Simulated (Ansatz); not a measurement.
**CaO (Lime, Fm-3m): lattice thermal conductivity**

How well does the lattice of CaO (Lime) conduct heat?

Measurements to reproduce:
- thermal conductivity 27 W/m/K near room temperature (given in “Combining the AFLOW GIBBS and Elastic Libraries to efficiently and robustly screen thermo-mechanical properties of solids”, 2017, arXiv:1611.05714)
- thermal conductivity 27 W/m/K near room temperature (given in “Predicting the lattice thermal conductivity of solids by solving the Boltzmann transport equation: AFLOW - AAPL an automated, accurate and efficient framework”, 2017, arXiv:1611.05481)

Calculated with Ansatz 0.2.0; DFT LDA, scalar-relativistic, plane waves, PAW.

## Step 1: Set-up

It takes space group Fm-3m (No. 225, cubic). The conventional cell has a = 4.813 Å, b = 4.813 Å, c = 4.813 Å, α = 90.00°, β = 90.00°, γ = 90.00°. Nearest to Ca lie 6 O at 2.41 Å. O has 6 Ca at 2.41 Å nearest. Farther neighbours and most contacts between anions are not listed.

## Step 2: A first coarse run

A cheap single point shows whether the cell is a metal or an insulator and how far it is from rest; that sets the k-mesh and the occupations of what follows.

input.yaml reads:

```yaml
crystal:
  lattice:
    - [0.0, 2.4065, 2.4065]
    - [2.4065, 0.0, 2.4065]
    - [2.4065, 2.4065, 0.0]
  atoms:
    - { symbol: Ca, position: [0.0, 0.0, 0.0] }
    - { symbol: O, position: [0.5, 0.5, 0.5] }
kpoints:
  mp_grid: { grid: [6, 6, 6] }
hamiltonian:
  xc: lda
scf:
  occupations: { method: gaussian, width: 0.1 }
output:
  forces: true
  stress: true
  eigenvalues: true
```

Launch:

```console
ansatz run input.yaml --threads 18 --pin off --max-ram 92160MiB --backend cuda --events-out ev --progress --plain --runs-dir out
```

Numbers of over 12 decimals in the logs are rounded to 6 here.

Log:

```text
Engine: ansatz 0.2.0, aarch64-unknown-linux-gnu
Pseudopotentials: kind: paw
Pseudopotential: Ca, paw, valence charge 10, recommended cutoff 420 eV (normal), Ca.paw.azcp
Pseudopotential: O, paw, valence charge 6, recommended cutoff 420 eV (normal), O.paw.azcp
Functional definition: SPW92
  exchange = slater_x
  correlation = pw_c
device memory: the entry about to start is reckoned to put 0.6 GiB on a device that reports 182.5 GiB free
GPU FFT provider: cuFFT
GPU libraries: cuBLAS 13.8.1, cuFFT 12.4.0, cuSOLVER 12.3.2
GPU matrix products: emulated (plane waves: as basis.precision tells), large ones in fixed point in workspaces of 1.00 GiB
Crystal: 2 atoms, lattice volume = 27.873 Å³
Basis set: ecut = 420 eV, 537 PW (Γ)
Bands: 12, of which v1, the nominal top of the filled ones, is band 8 counted from 1 (7 counted from 0)
Symmetry: 48 space group operations
Space group: Fm-3m (ITA 225), of the structure as read, at distance tolerance 3.0e-5 Å
k-points: 16 of 216
Non-local potential: Ca, projectors of the file, l = 0: 3, l = 1: 2, l = 2: 2
Non-local potential: O, projectors of the file, l = 0: 2, l = 1: 2, l = 2: 1
PAW form: soft (Blöchl's): semilocal exchange-correlation on the pseudo side does not see the compensation charge
PAW frozen core: Ca, regenerated for the run's functional, and the local potential with it (the file was generated under x = pbe(κ = 0.804, μ = 0.219515), c = pbe(β = 0.066725))
PAW frozen core: O, regenerated for the run's functional, and the local potential with it (the file was generated under x = pbe(κ = 0.804, μ = 0.219515), c = pbe(β = 0.066725))
PAW one-centre angular grid: Ca, 110 points (default); XC on 64 Gauss nodes
PAW one-centre angular grid: O, 110 points (default); XC on 64 Gauss nodes
Initial density: superposition of atomic densities (neutral atoms: chi_scale 0, normalization atom), corrected by the library's trained network
Initial wavefunctions: pseudopotential atomic-orbital guess
GPU buffer pool allocated for 13824 grid points (all kernels)
GPU transforms: local potential and band sums: pruned to the plane-wave sphere, on 24×24×24
Functional: x = slater, c = lda
SCF iter   1: F=—  HF=-2331.614343 eV  |F-HF|=—  |Δ(HF+E_count)|=         —  Δρ=1.70e-2  dr2=7.90e-2  ethr=1.77e-3  ⟨swp⟩=5.9  Hψ=1277  notcnv=0
preconditioner: auto → none  [insulator: Δε(μ)=3.230 eV  Ē_g=17.770 eV  σ=0.100 eV  W_gap=1.00  n_scr=8 (ndim 8)  ℏωp=26.3 eV  f_vac=0.000  D(μ)=0.00/eV (n_scr^D=0)  ε∞_Penn≈3.2]
SCF iter   2: F=—  HF=-2331.596253 eV  |F-HF|=—  |Δ(HF+E_count)|=   1.81e-2  Δρ=3.36e-3  dr2=2.08e-3  ethr=4.94e-4  ⟨swp⟩=1.9  Hψ=353  notcnv=0
SCF iter   3: F=—  HF=-2331.595699 eV  |F-HF|=—  |Δ(HF+E_count)|=   5.54e-4  Δρ=1.24e-3  dr2=2.16e-4  ethr=1.30e-5  ⟨swp⟩=2.2  Hψ=315  notcnv=0
SCF iter   4: F=—  HF=-2331.595637 eV  |F-HF|=—  |Δ(HF+E_count)|=   6.15e-5  Δρ=1.57e-4  dr2=2.80e-6  ethr=1.35e-6  ⟨swp⟩=1.4  Hψ=209  notcnv=0
SCF iter   5: F=—  HF=-2331.595645 eV  |F-HF|=—  |Δ(HF+E_count)|=   7.95e-6  Δρ=1.83e-5  dr2=2.97e-8  ethr=1.75e-8  ⟨swp⟩=2.0  Hψ=314  notcnv=0
SCF iter   6: F=-2331.595645 eV  HF=-2331.595645 eV  |F-HF|=2.08e-9  |Δ(HF+E_count)|=   6.67e-9  Δρ=3.46e-6  dr2=2.46e-9  ethr=1.86e-10  ⟨swp⟩=2.0  Hψ=621  notcnv=0
SCF 1 converged in 6 iterations: F = -2331.595645 eV  dr2 = 2.46e-9
  greatest PAW one-centre occupation: 0.996 electrons in one spin orbital (limit 2), on the Ca atom at site 0 (counted from 0), in its partial waves of l = 0
SCF converged after 6 iterations
Free energy (F): -2331.595645 eV
Harris-Foulkes:  -2331.595645 eV  (|F-HF|=2.08e-9)
Internal energy: -2331.595645 eV  (E = F + TS)
E sigma→0 (E₀):  -2331.595645 eV
Fermi energy:    8.983748 eV
--- Per-component energies (eV) ---
  E_band       = -105.269663
  E_kinetic    = 453.449696
  E_local      = -894.813802  (includes V_loc(G=0)·N_el)
  E_nonlocal   = 116.720789
  E_hartree    = 293.695272
  E_xc         = -209.511980
  E_vxc        = -265.596581  (∫ρ·V_xc dr)
  E_paw        = -963.138290  (= ΣΔE_a)
  E_vpaw       = -102.421807  (= ΣTr[D̂ρ^β])
  E_aug_tail   = 0.002480  (compensation charges beyond the density's cutoff)
  E_ewald      = -1128.379897
  E_core_change = 0.380087  (= ΣΔE_core)
  E_smearing   = -0.000000  (= −TS)
  E_closure    = 0.000000  (closes the sum)
  Σ components = -2331.595645   (vs F -2331.595645, Δ=0.00e0)
--- Forces (eV/Å), atoms counted from 1 ---
  atom   1  Ca     0.00000000     0.00000000     0.00000000
  atom   2  O      0.00000000    -0.00000000     0.00000000
  max |Σ_I F_I| component: 5.08e-25 eV/Å
--- Stress (GPa, compression-positive) ---
       -7.385641       0.000000      -0.000000
       -0.000000      -7.385641       0.000000
       -0.000000      -0.000000      -7.385641
  P = ⅓ Tr σ = -7.3856 GPa (-73.856 kbar)
--- Band table (eV; the first three rows and the last of 16) ---
  k-point 0: bands = [... 4 lower, -7.9608, 7.2399, 7.2399, 7.2399, 11.7717, 13.3572, 13.3572, 13.3572]
  k-point 1: bands = [... 4 lower, -7.5913, 6.3604, 6.8874, 6.8874, 12.8814, 13.3281, 13.8216, 13.8216]
  k-point 2: bands = [... 4 lower, -6.9973, 5.0828, 6.2903, 6.2903, 13.6539, 14.7892, 14.8929, 14.8929]
  k-point 15: bands = [... 4 lower, -7.4142, 6.0136, 6.1552, 6.4177, 12.1308, 14.8025, 15.5357, 16.7556]
```

It took 1.3 s on 1 × NVIDIA GB200 with 18 threads of Arm Neoverse V2, shared host; peak memory 0.97 GiB; 1.8 s of CPU time.

A gap read on the k-mesh alone can miss the band edges.

This step gave:

```
pressure          : -7.386 GPa
gap on the k-mesh : 3.488 eV
volume per atom   : 13.94 Å³/atom
```

The start is under -7.4 GPa at this level and looks like an insulator or semiconductor on this mesh.

## Step 3: Finding the static equilibrium

The vibrations must be taken about the equilibrium of this functional, not about the starting cell, so the structure is relaxed.

input.yaml, the sections that differ from step 2:

```yaml
kpoints:
  mp_grid: { grid: [8, 8, 8] }
scf:
  occupations: { method: gaussian, width: 0.02 }
relax:
  adjacent_minimum: "off"
  f_tol: 0.005
  max_steps: 80
  cell: { stress_tol: 0.05 }
# crystal, hamiltonian, output: as in step 2
```

Log:

```text
[...]
Crystal: 2 atoms, lattice volume = 27.873 Å³
Basis set: ecut = 420 eV, 537 PW (Γ)
Bands: 12, of which v1, the nominal top of the filled ones, is band 8 counted from 1 (7 counted from 0)
Symmetry: 48 space group operations
[...]
k-points: 29 of 512
[...]
SCF iter   1: F=—  HF=-2331.614835 eV  |F-HF|=—  |Δ(HF+E_count)|=         —  Δρ=1.70e-2  dr2=7.93e-2  ethr=1.77e-3  ⟨swp⟩=6.4  Hψ=2426  notcnv=0
[...]
SCF iter   2: F=—  HF=-2331.596697 eV  |F-HF|=—  |Δ(HF+E_count)|=   1.81e-2  Δρ=3.37e-3  dr2=2.11e-3  ethr=4.96e-4  ⟨swp⟩=2.0  Hψ=692  notcnv=0
[...]
SCF iter   6: F=-2331.596076 eV  HF=-2331.596076 eV  |F-HF|=2.34e-9  |Δ(HF+E_count)|=   6.29e-9  Δρ=3.61e-6  dr2=2.76e-9  ethr=1.94e-10  ⟨swp⟩=2.0  Hψ=1132  notcnv=0
SCF 1 converged in 6 iterations: F = -2331.596076 eV  dr2 = 2.76e-9
[...]
relax step   1: F+E_penalty+E_count = -2331.59607551 eV  Δ(F+E_penalty+E_count) = +0.000e0 eV  max|allowed force component| = 6.678e-26 eV/Å  Δτ_max = 0.0000 Å  P = -7.385 GPa  Ω = 27.873 Å³  (6 SCF iters, dr2 threshold 1.00e-7 eV, accepted)
[...]
Crystal: 2 atoms, lattice volume = 25.721 Å³
Basis set: ecut = 420 eV, 531 PW (Γ)
[...]
iter 1 solved again at ethr=2.03e-5 eV; its pass at ethr=3.10e-3 eV (dr2=3.25e-3 eV) is discarded
[...]
SCF iter   2: F=—  HF=-2331.643227 eV  |F-HF|=—  |Δ(HF+E_count)|=   9.14e-4  Δρ=1.50e-3  dr2=4.91e-4  ethr=2.02e-5  ⟨swp⟩=2.2  Hψ=652  notcnv=0
[...]
SCF iter   6: F=-2331.643220 eV  HF=-2331.643220 eV  |F-HF|=1.23e-10  |Δ(HF+E_count)|=   7.53e-8  Δρ=3.02e-6  dr2=7.62e-10  ethr=1.11e-9  ⟨swp⟩=1.4  Hψ=1069  notcnv=0
SCF 2 converged in 6 iterations: F = -2331.643220 eV  dr2 = 7.62e-10
relax step   2: F+E_penalty+E_count = -2331.64321967 eV  Δ(F+E_penalty+E_count) = -4.714e-2 eV  max|allowed force component| = 7.109e-26 eV/Å  Δτ_max = 0.0000 Å  P = +2.245 GPa  Ω = 25.721 Å³  energy of the carried Pulay correction = +8.206e-3 eV  (6 SCF iters, dr2 threshold 2.00e-7 eV, accepted)
[...]
Crystal: 2 atoms, lattice volume = 26.192 Å³
[...]
SCF 3 converged in 5 iterations: F = -2331.644296 eV  dr2 = 6.76e-9
relax step   3: F+E_penalty+E_count = -2331.64429598 eV  Δ(F+E_penalty+E_count) = -1.076e-3 eV  max|allowed force component| = 5.816e-26 eV/Å  Δτ_max = 0.0000 Å  P = -0.217 GPa  Ω = 26.192 Å³  energy of the carried Pulay correction = +6.352e-3 eV  (5 SCF iters, dr2 threshold 2.00e-7 eV, accepted)
[...]
relax step   4: F+E_penalty+E_count = -2331.64449011 eV  Δ(F+E_penalty+E_count) = -1.941e-4 eV  max|allowed force component| = 1.104e-26 eV/Å  Δτ_max = 0.0000 Å  P = -0.005 GPa  Ω = 26.150 Å³  energy of the carried Pulay correction = +6.517e-3 eV  (4 SCF iters, dr2 threshold 1.18e-7 eV, accepted)
[...]
relax step   5: F+E_penalty+E_count = -2331.63953456 eV  Δ(F+E_penalty+E_count) = +4.956e-3 eV  max|allowed force component| = 2.440e-28 eV/Å  Δτ_max = 0.0000 Å  P = -0.317 GPa  Ω = 26.150 Å³  stress off target by 3.17e-1 GPa  SCF on the basis re-selected at this cell (its energy is not comparable with the rows above)  (6 SCF iters)
[...]
relax step   6: F+E_penalty+E_count = -2331.63984193 eV  Δ(F+E_penalty+E_count) = -3.074e-4 eV  max|allowed force component| = 3.740e-24 eV/Å  Δτ_max = 0.0000 Å  P = -0.005 GPa  Ω = 26.088 Å³  energy of the carried Pulay correction = +2.449e-4 eV  (4 SCF iters, dr2 threshold 2.00e-7 eV, accepted)
[...]
SCF iter   1: F=—  HF=-2331.639738 eV  |F-HF|=—  |Δ(HF+E_count)|=         —  Δρ=1.13e-5  dr2=1.62e-8  ethr=5.16e-7  ⟨swp⟩=2.3  Hψ=3283  notcnv=0
eigensolver tolerance schedule: the retry pair's looser diagonalisation over-reported the residual by 5093.73 of it (diagonalisation noise at 5.56 of the residual, at the tolerance the schedule requests for it); recorded, not acted on — ethr = c·dr2/N_el stays at c = 1.0e-1
[...]
SCF iter   2: F=—  HF=-2331.639763 eV  |F-HF|=—  |Δ(HF+E_count)|=   2.50e-5  Δρ=5.56e-6  dr2=5.82e-9  ethr=1.01e-10  ⟨swp⟩=2.6  Hψ=601  notcnv=0
[...]
SCF iter   5: F=-2331.639763 eV  HF=-2331.639763 eV  |F-HF|=4.09e-12  |Δ(HF+E_count)|=  6.37e-12  Δρ=1.90e-7  dr2=4.40e-12  ethr=1.00e-12  ⟨swp⟩=5.0  Hψ=1353  notcnv=0
SCF 7 converged in 5 iterations: F = -2331.639763 eV  dr2 = 4.40e-12
relax step   7: F+E_penalty+E_count = -2331.63976252 eV  Δ(F+E_penalty+E_count) = +7.941e-5 eV  max|allowed force component| = 7.573e-28 eV/Å  Δτ_max = 0.0000 Å  P = -0.013 GPa  Ω = 26.088 Å³  stress off target by 1.33e-2 GPa  SCF on the basis re-selected at this cell (its energy is not comparable with the rows above)  (5 SCF iters)
basis re-selected at this cell: Δ(F+E_penalty+E_count) = +7.941e-5 eV, ΔP = -0.008 GPa vs the last step (what re-selecting the basis moved, of the pressure what is left beyond the Pulay correction that the steps carried, after the strain that the cell walked since its last selection, with what the two solves' SCF thresholds leave and, on support functions, any second-order correction that the steps lacked; it is no m [...]
SCF converged after 5 iterations
Free energy (F): -2331.639763 eV
[...]
Internal energy: -2331.639763 eV  (E = F + TS)
E sigma→0 (E₀):  -2331.639763 eV
Fermi energy:    9.719492 eV
[...]
--- Stress (GPa, compression-positive) ---
       -0.013258      -0.000000      -0.000000
       -0.000000      -0.013258      -0.000000
        0.000000      -0.000000      -0.013258
  P = ⅓ Tr σ = -0.0133 GPa (-0.133 kbar)
--- Band table (eV; the first three rows and the last of 29) ---
  k-point 0: bands = [... 4 lower, -7.3329, 7.9942, 7.9942, 7.9942, 13.0820, 14.2641, 14.2641, 14.2641]
  k-point 1: bands = [... 4 lower, -7.0274, 7.4263, 7.7553, 7.7553, 13.7751, 14.2279, 14.5546, 14.5546]
  k-point 2: bands = [... 4 lower, -6.4527, 6.3508, 7.2491, 7.2491, 14.3151, 15.2627, 15.3205, 15.3205]
  k-point 28: bands = [... 4 lower, -6.5542, 6.5873, 6.9268, 6.9268, 14.3820, 14.3820, 16.8145, 17.9641]
--- Relaxed structure (5 steps of the walk, 5 accepted, 2 SCFs on fresh bases) ---
  F+E_penalty+E_count = -2331.63976252 eV   max|allowed force component| = 7.573e-28 eV/Å   (the final SCF, on the basis selected at the relaxed cell)
  cell:  # Å, volume = 26.0881 Å³
    - [0, 2.353988, 2.353988]
    - [2.353988, 0, 2.353988]
    - [2.353988, 2.353988, 0]
  atoms:
    - { symbol: Ca, position: [0, 0, 0] }
    - { symbol: O, position: [0.5, 0.5, 0.5] }
```

The job ended after 3.5 s (1 × NVIDIA GB200 with 18 threads; peak memory 1 GiB; 6.5 s of CPU time).

The steps of the relaxation:

```csv
step,energy less that of the first step (eV),largest force component (eV/Å),pressure (GPa),volume (Å³)
1,0.0000,0.0000,-7.38,27.87
2,-0.0471,0.0000,2.25,25.72
3,-0.0482,0.0000,-0.22,26.19
4,-0.0484,0.0000,-0.01,26.15
5,-0.0435,0.0000,-0.32,26.15
6,-0.0438,0.0000,0.00,26.09
7*,-0.0437,0.0000,-0.01,26.09
```

Relaxation steps marked * repeat the geometry before them on a plane-wave basis chosen anew for their cell, so energy and pressure can jump there. The log counts 2 steps on a newly chosen plane-wave basis, not all of them marked here; energy and pressure can jump at such steps.

Forces are held to the 48 operations that the run works with; a distortion that breaks them can't arise in this run.

```csv
"conventional cell, symmetrised",before,after,change
a (Å),4.813,4.708,-2.2 %
b (Å),4.813,4.708,-2.2 %
c (Å),4.813,4.708,-2.2 %
volume (Å³/atom),13.94,13.04,-6.4 %
```

The relaxed structure:

```
Ca O
1.0
     0.00000    2.35399    2.35399
     2.35399    0.00000    2.35399
     2.35399    2.35399    0.00000
Ca O
1 1
Direct
  0.00000 0.00000 0.00000
  0.50000 0.50000 0.50000
```

This step gave:

| Property | Result |
| --- | --- |
| pressure | -0.01326 GPa |
| gap on the k-mesh | 3.451 eV |
| volume per atom | 13.04 Å³/atom |

The relaxation ends with a pressure of -0.01 GPa.

## Step 4: Tight relaxation

The thresholds are tightened for a last relaxation ahead of the phonons, and where mesh or smearing change with them the cell follows.

input.yaml, the sections that differ from step 3:

```yaml
crystal:
  lattice:
    - [0.0, 2.3539881105, 2.3539881105]
    - [2.3539881105, 0.0, 2.3539881105]
    - [2.3539881105, 2.3539881105, 0.0]
  atoms:
    - { symbol: Ca, position: [0.0, 0.0, 0.0] }
    - { symbol: O, position: [0.5, 0.5, 0.5] }
scf:
  occupations: { method: fixed }
relax:
  adjacent_minimum: "off"
  f_tol: 0.001
  max_steps: 60
  cell: { stress_tol: 0.01 }
# kpoints, hamiltonian, output: as in step 3
```

Log:

```text
[...]
GPU FFT provider: cuFFT
GPU libraries: cuBLAS 13.8.1, cuFFT 12.4.0, cuSOLVER 12.3.2
[...]
Crystal: 2 atoms, lattice volume = 26.088 Å³
Basis set: ecut = 420 eV, 531 PW (Γ)
Bands: 12, of which v1, the nominal top of the filled ones, is band 8 counted from 1 (7 counted from 0)
Symmetry: 48 space group operations
[...]
k-points: 29 of 512
[...]
k-point 28: bands = [... 4 lower, -6.5528, 6.5884, 6.9281, 6.9281, 14.3837, 14.3837, 16.8167, 17.9662]
--- Relaxed structure (2 steps of the walk, 2 accepted, 1 SCFs on fresh bases) ---
[...]
cell:  # Å, volume = 26.0852 Å³
    - [0, 2.353901, 2.353901]
    - [2.353901, 0, 2.353901]
    - [2.353901, 2.353901, 0]
  atoms:
    - { symbol: Ca, position: [0, 0, 0] }
    - { symbol: O, position: [0.5, 0.5, 0.5] }
[key lines of the parts left out:]
SCF converged after 4 iterations
Free energy (F): -2331.639774 eV
Fermi energy:    7.995533 eV
P = ⅓ Tr σ = 0.0011 GPa (0.011 kbar)
```

The job ended after 2.1 s (1 × NVIDIA GB200 with 18 threads; peak memory 1 GiB).

Little changed from the start: no atom moved by 0.005 Å and no cell edge by 0.1 %.

Numbers from this step:

```yaml
pressure: 0.001146 GPa
gap_on_the_k_mesh: 3.450 eV
```

The residual pressure is 0.0011 GPa, small enough for phonons.

## Step 5: An input with a fault

This input was changed on purpose, to see how the program answers.

input.yaml reads:

```yaml
crystal:
  lattice:
    - [0.0, 2.353900715, 2.353900715]
    - [2.353900715, 0.0, 2.353900715]
    - [2.353900715, 2.353900715, 0.0]
  atoms:
    - { symbol: Ca, position: [0.0, 0.0, 0.0] }
    - { symbol: O, position: [0.5, 0.5, 0.5] }
kpoints:
  mp_grid: { grid: [6, 6, 6] }
hamiltonian:
  xc: lda
scf:
  occupations: { method: fixed }
  max_iter: 80
output:
  eigenvalues: true
phonons:
  method: dfpt
  qmesh: [2, 2, 2]
  third_order: { supercell: [2, 2, 2], pair_cutoff: 2.504 }
  lattice_thermal_conductivity:
    qmesh: [11, 11, 11]
    temperatures: [300]
    isotope_mass_variance:
      - { species: Ca, variance: 0.0002976 }
      - { species: O, variance: 3.359e-05 }
```

Log:

```text
Error: 2 input errors — fix all and re-run
  1. invalid value for `phonons.third_order`: set with method: dfpt — the third-order batch displaces pairs of atoms in a supercell, which dfpt does not build; remove third_order or use method: fd, without the keys that are dfpt's alone (method's entry in the input reference names them)
```

Run time: 0.02 s. Hardware: 18 threads; peak memory 0.035 GiB.

The input was rejected at the start.

The program's message: “Error: 2 input errors — fix all and re-run
  1. invalid value for `phonons.third_order`: set with method: dfpt — the third-order batch displaces pairs of atoms in a supercell, which dfpt does not buil …”

The fault put into the input: third order asked of linear response.

(Continued in part 2 of 2.)

[Logs are printed without paths, hosts, clocks, repeated set-up lines and the standing remarks that a program may print on its own settings, such as how far it seeks lower states.]

[Hosts, paths, dates, database ids (printed as entryN), source tags and the programs' standing remarks are cut or masked in the printed files.]

[A step with changed settings may run another functional than the one named; its input shows which.]
